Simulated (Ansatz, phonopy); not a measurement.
# Mg2Ir (hypothetical, Fm-3m): phonons against volume, part 2 of 2

Aim: how the vibrations of Mg2Ir (hypothetical) shift with volume, and the expansion that follows. The crystal structure is hypothetical: it was made by swapping elements on a known structure type.

Ansatz 0.2.0; DFT PBE, scalar-relativistic, plane waves, PAW.

So far. Step 14 (Lattice dynamics at this volume, V/V0 1.03): No mode is imaginary beyond numerical noise at the solved wavevectors. The highest zone-centre mode (no LO–TO term) moved by -4.2 % for a volume change of +3.0 %. Step 15 (A cell at another volume, V/V0 0.97): The run ends at a pressure of 2.42 GPa.

## 16. Lattice dynamics at this volume, V/V0 0.97

Contents of input.yaml:

```yaml
crystal:
  lattice:
    - [0.0, 3.0768199389, 3.0768199389]
    - [3.0768199389, 0.0, 3.0768199389]
    - [3.0768199389, 3.0768199389, 0.0]
  atoms:
    - { symbol: Mg, position: [0.75, 0.75, 0.75] }
    - { symbol: Mg, position: [0.25, 0.25, 0.25] }
    - { symbol: Ir, position: [0.0, 0.0, 0.0] }
kpoints:
  mp_grid: { grid: [12, 12, 12] }
hamiltonian:
  xc: pbe
scf:
  occupations: { method: methfessel_paxton, width: 0.15 }
output:
  eigenvalues: true
phonons:
  method: dfpt
  qmesh: [4, 4, 4]
  temperatures: { t_max: 1000, t_step: 50 }
  qpath:
    path:
      - [[0.0, 0.0, 0.0], [0.5, 0.0, 0.5], [0.625, 0.25, 0.625]]
      - [[0.375, 0.375, 0.75], [0.0, 0.0, 0.0], [0.5, 0.5, 0.5], [0.5, 0.25, 0.75], [0.5, 0.0, 0.5]]
    npoints: 10
```

The run is started by

```sh
> ansatz run input.yaml --threads 4 --pin off --max-ram 8192MiB --backend cpu --events-out ev --progress --plain --runs-dir out
```

The job ended after 6.8 min (4 threads of Arm Neoverse V2, shared host; peak memory 4.5 GiB; 27 min of CPU time).

No mode is imaginary beyond numerical noise at the solved wavevectors. The highest zone-centre mode (no LO–TO term) moved by +4.4 % for a volume change of -3.0 %.

## 17. A cell at another volume, V/V0 1.05

The cell differs from the one that the last finished run ended in (a 4.351 → 4.468 Å, b 4.351 → 4.468 Å, c 4.351 → 4.468 Å).

input.yaml, the sections that differ from step 16:

```yaml
crystal:
  lattice:
    - [0.0, 3.1591816844, 3.1591816844]
    - [3.1591816844, 0.0, 3.1591816844]
    - [3.1591816844, 3.1591816844, 0.0]
  atoms:
    - { symbol: Mg, position: [0.75, 0.75, 0.75] }
    - { symbol: Mg, position: [0.25, 0.25, 0.25] }
    - { symbol: Ir, position: [0.0, 0.0, 0.0] }
output:
  forces: true
  stress: true
  eigenvalues: true
# kpoints, hamiltonian, scf: as in step 16
# phonons: removed
```

Wall time 1.1 s (4 threads); peak memory 0.39 GiB; 3.7 s of CPU time.

The run ends at a pressure of -3.28 GPa.

## 18. Phonons, V/V0 1.05

input.yaml, the sections that differ from step 17:

```yaml
output:
  eigenvalues: true
phonons:
  method: dfpt
  qmesh: [4, 4, 4]
  temperatures: { t_max: 1000, t_step: 50 }
  qpath:
    path:
      - [[0.0, 0.0, 0.0], [0.5, 0.0, 0.5], [0.625, 0.25, 0.625]]
      - [[0.375, 0.375, 0.75], [0.0, 0.0, 0.0], [0.5, 0.5, 0.5], [0.5, 0.25, 0.75], [0.5, 0.0, 0.5]]
    npoints: 10
# crystal, kpoints, hamiltonian, scf: as in step 17
```

Elapsed: 7.7 min, on 4 threads; peak memory 4.3 GiB; 30 min of CPU time.

No LO-TO term. The phonon branches at the labelled points (cm⁻¹):

```csv
point,branch 1,branch 2,branch 3,branch 4,branch 5,branch 6,branch 7,branch 8,branch 9
Γ,0,0,0,192,192,192,265,265,265
halfway,48,48,82,185,185,219,238,247,247
X,70,70,102,162,173,173,236,236,282
halfway,70,73,97,163,176,177,235,236,279
U,68,81,85,166,184,186,231,235,272
jump to K,68,81,85,166,184,186,231,235,272
halfway,48,52,83,184,209,216,223,237,254
Γ,0,0,0,192,192,192,265,265,265
halfway,41,41,75,199,199,203,236,249,249
L,55,55,93,208,210,210,224,229,229
halfway,64,68,90,183,186,210,217,240,256
W,75,82,82,163,171,211,211,246,270
halfway,73,73,94,163,172,187,229,240,276
X,70,70,102,162,173,173,236,236,282
```

No mode is imaginary beyond numerical noise at the solved wavevectors. The highest zone-centre mode (no LO–TO term) moved by -7.0 % for a volume change of +5.0 %.

## 19. Mode Grüneisen parameters

This step: DFT PBE, scalar-relativistic, plane waves, PAW (phonopy 4.10.0).

Numbers from this step:

```yaml
share_of_modes_with_a_negative_grueneisen_parameter: 0.087
```

Mean Grüneisen, by row:

```csv
T (K),heat-capacity-weighted mean,root mean square
50,0.501,0.823
100,1.004,1.272
200,1.202,1.412
300,1.24,1.437
500,1.26,1.45
800,1.266,1.454
```

Table of mean mode Grueneisen parameter by wavenumber:

```csv
wavenumber (cm⁻¹),mean mode Grueneisen parameter
5,-
15,0.138
25,0.219
35,0.0998
45,0.027
56,0.00583
66,0.0742
76,0.301
86,0.838
96,0.85
106,1.22
116,-
126,-
136,-
146,-
156,-
166,-
177,1.77
187,1.74
197,1.75
207,1.8
217,1.81
227,1.82
237,1.76
247,1.72
257,1.75
268,1.71
278,1.58
288,1.55
298,1.53
```

Volume series, by row:

```csv
V/V0,V (Å³/atom),pressure (GPa),E - E0 (meV/atom),gap (eV),zero-point energy (meV/atom),lowest on the path (cm⁻¹),highest at Gamma without the LO-TO term (cm⁻¹)
0.97,19.42,2.419,4.425,0,35.27,0,297
0.985,19.72,1.165,1.08,0,34.46,0,290.6
1,20.02,0.004,0,0,33.66,0,284.4
1.015,20.32,-1.071,1.013,0,32.88,0,278.3
1.03,20.62,-2.065,3.966,0,32.12,0,272.3
1.05,21.02,-3.277,10.67,0,31.12,0,264.6
```

Optical frequency at Gamma without the LO-TO term against V/V0:

```csv
V/V0,mode 4 (cm⁻¹),mode 7 (cm⁻¹)
0.9700,225,297
0.9850,218,291
1.0000,212,284
1.0150,206,278
1.0300,199,272
1.0500,192,265
```

Grüneisen at points, by row:

```csv
point,branch,frequency (cm⁻¹),mode Grüneisen parameter
Γ,4,211.8,1.98
Γ,7,284.4,1.45
X,1,69.7,-0.2
X,3,108.9,1.29
X,4,178.5,1.85
X,5,188.1,1.64
X,7,260.4,1.93
X,9,303.7,1.51
U,1,68.3,-0.07
U,2,82.2,0.3
U,3,88.7,0.78
U,4,182.3,1.79
U,5,201.6,1.61
U,6,202.1,1.87
U,7,254.3,1.93
U,8,257.9,1.83
U,9,294.2,1.54
K,1,68.3,-0.07
K,2,82.2,0.3
K,3,88.7,0.78
K,4,182.3,1.79
K,5,201.6,1.61
K,6,202.1,1.87
K,7,254.3,1.93
K,8,257.9,1.83
K,9,294.2,1.54
L,1,54.4,-0.22
L,3,96,0.62
L,4,228.3,1.9
L,5,232.2,1.99
L,7,242.4,1.58
L,8,246.5,1.5
W,1,76.3,0.2
W,2,83.7,0.49
W,4,177.7,1.69
W,5,187.6,1.79
W,6,231.4,1.86
W,8,270.4,1.86
W,9,290.9,1.52
```

## 20. Free-energy fit

This step gave:

```yaml
volume_expansion_coefficient_at_300_k: 34.31 1e-6/K
isothermal_bulk_modulus_at_300_k: 70.39 GPa
c_p_at_300_k: 23.55 J/mol-atom/K
grueneisen_parameter_at_300_k: 1.268
```

The energy (each curve on its own zero) by volume; values in meV/atom:

```csv
volume (Å³/atom),static,F at 0 K,F at 300 K,F at 1000 K
19.419,4.42,6.44,8.57,17.1
19.719,1.08,2.29,3.62,8.88
20.019,0,0.41,0.92,2.86
20.319,1.01,0.64,0.31,-1.12
20.620,3.97,2.83,1.62,-3.22
21.020,10.7,8.54,6.12,-3.36
```

Phonopy-qha, vinet fit of F(V) at each temperature; no electronic free energy. Qha vinet, by row:

```csv
T (K),fitted volume (Å³/atom),alpha_V (1e-6/K),B_T (GPa),C_P (J/mol-atom/K),Grueneisen
100,20.15,16.76,72.86,14.65,1.009
150,20.17,25.3,72.31,19.2,1.162
200,20.2,29.89,71.69,21.51,1.221
250,20.23,32.56,71.05,22.78,1.251
300,20.26,34.31,70.39,23.55,1.268
350,20.3,35.57,69.73,24.07,1.281
400,20.33,36.56,69.05,24.43,1.29
450,20.37,37.4,68.37,24.71,1.298
500,20.41,38.15,67.68,24.93,1.305
550,20.45,38.83,66.99,25.12,1.311
600,20.49,39.48,66.29,25.28,1.318
650,20.53,40.11,65.59,25.43,1.324
700,20.57,40.73,64.88,25.57,1.329
750,20.61,41.34,64.17,25.7,1.335
800,20.66,41.96,63.45,25.82,1.341
850,20.7,42.58,62.73,25.94,1.346
900,20.74,43.22,62,26.06,1.352
950,20.79,43.86,61.27,26.18,1.358
```

Table of volume expansion coefficient, phonopy-qha, Vinet by temperature:

temperature (K), volume expansion coefficient, phonopy-qha, Vinet (1e-6/K) and a bar from the least value:
```
       75       10.6 
      100       16.8 ######
      125       21.7 ##########
      150       25.3 #############
      175       27.9 ################
      200       29.9 #################
      225       31.4 ###################
      250       32.6 ####################
      275       33.5 #####################
      300       34.3 #####################
      325       35.0 ######################
      350       35.6 #######################
      375       36.1 #######################
      400       36.6 #######################
      425       37.0 ########################
      450       37.4 ########################
      475       37.8 #########################
      500       38.1 #########################
      525       38.5 #########################
      550       38.8 #########################
      575       39.2 ##########################
      600       39.5 ##########################
      625       39.8 ##########################
      650       40.1 ###########################
      675       40.4 ###########################
      700       40.7 ###########################
      725       41.0 ###########################
      750       41.3 ############################
      775       41.6 ############################
      800       42.0 ############################
      825       42.3 #############################
      850       42.6 #############################
      875       42.9 #############################
      900       43.2 #############################
      925       43.5 ##############################
      950       43.9 ##############################
```

The fit gives a volume expansion of 34.3 × 10⁻⁶/K at 300 K.

## 21. Summary of results

| Item | Value |
| --- | --- |
| volume expansion coefficient at 300 K | 34.31 1e-6/K |
| isothermal bulk modulus at 300 K | 70.39 GPa |
| C_P at 300 K | 23.55 J/mol-atom/K |
| Grüneisen parameter at 300 K | 1.268 |
| mean mode Grüneisen parameter at 300 K | 1.24 |

What this shows: Near room temperature Mg2Ir (hypothetical) expands by 34.3 × 10⁻⁶/K in volume by PBE, with C_P = 23.6 J/(mol K) per mole of atoms and B_T = 70.4 GPa. The table stops at 950 K because beyond it the fitted volume comes within 1 % of the largest computed cell, where the fit loses its support. C_P at room temperature is 94 % of the classical 3R an atom. The fit leaves out the electrons' free energy, which adds to C_P and to the expansion of a metal at high temperature. The heat-capacity-weighted Grüneisen parameter goes from 0.501 at 50 K to 1.27 at 800 K; 9 % of the modes stiffen on expansion. Weighting γ by the density of states and each mode's heat capacity at 300 K, modes below 100 cm⁻¹ give about 9 % of the sum of γC that drives the expansion, those up to 200 cm⁻¹ 15 % and the rest 76 %. Among the labelled points γ is largest for branch 5 at L (232 cm⁻¹, 2.0) and most negative for branch 1 at L (54.4 cm⁻¹, -0.22).

[Logs are printed without paths, hosts, clocks, repeated set-up lines and the standing remarks that a program may print on its own settings, such as how far it seeks lower states.]

[Hosts, paths, dates, database ids (printed as entryN), source tags and the programs' standing remarks are cut or masked in the printed files.]

[A step with changed settings may run another functional than the one named; its input shows which.]


